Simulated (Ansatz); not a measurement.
Si7H4C7 (hydrogen-terminated (110) film, 7 layers), computed twice by G0W0.

The cell holds 18 atoms: 7 Si, 7 C and 4 H. Its edges and angles: a = 3.083 Å, b = 4.360 Å, c = 46.400 Å, α = 90.0°, β = 90.0°, γ = 90.0°. It derives from SiC. Vacuum lies along c.

```xyz
18
Lattice="3.0830 0.0000 0.0000 0.0000 4.3600 0.0000 0.0000 0.0000 46.4000" Properties=species:S:1:pos:R:3
Si    3.0830    0.0154   18.6356
C     3.0830    3.2683   20.1452
Si    1.5415    2.1888   20.1478
C     1.5415    1.0626   18.6537
Si    0.0000    0.0057   21.6728
C     3.0830    3.2701   23.2000
Si    1.5415    2.1841   23.2000
C     1.5415    1.0906   21.6728
Si    3.0830    0.0057   24.7272
C     3.0830    3.2683   26.2548
Si    1.5415    2.1888   26.2522
C     1.5415    1.0906   24.7272
Si    3.0830    0.0154   27.7644
C     1.5415    1.0626   27.7463
H     3.0830    3.5238   17.3917
H     1.5415    1.6917   17.7415
H     3.0830    3.5238   29.0083
H     1.5415    1.6917   28.6585
```

The structure was relaxed with LDA (ions only). The runs that relaxed it are not among those shown.

The first (Ansatz 0.2.0; start LDA, 6×4×1 mesh, 919 empty bands, screening to 75 eV, PAW set soft_1 files; 1 × NVIDIA H100 80GB HBM3 (shared by 6 runs) with 3 threads of AMD EPYC 7R13 (Zen 3), shared host) gave, on its mesh: starting gap 1.77 eV, G0W0 gap 2.89 eV, mean of 1 + 4πα/V (set by the cell height) 1.99, 82 s.

The second gave: starting gap 1.77 eV, G0W0 gap 2.65 eV, mean of 1 + 4πα/V (set by the cell height) 2.01, 40 s.

Question: What was changed in the input? Choose among start, files, mesh, bands and cutoff, frequency model or another key.

Changed: empty bands from 919 to 371 and screening cutoff (eV) from 75.0 to 41. The starting gap stayed, which rules out the functional and points to the GW step. Other changes could give like numbers; this is the one that was made.

Limits: not at the basis limit; coarse mesh for a sheet.

[Paths, hosts, dates, memory and timing lines, banners, echoed tables and standing remarks are left out of the program output.]

[Logs are printed without paths, hosts, clocks, repeated set-up lines and the standing remarks that a program may print on its own settings, such as how far it seeks lower states.]

[Runs of the session that timed out or met a known fault of the program may be left out.]

[Cells called generated may have been cut or substituted from an entry of the Crystallography Open Database or the Materials Project.]

[Hosts, paths, dates, database ids (printed as entryN), source tags and the programs' standing remarks are cut or masked in the printed files.]
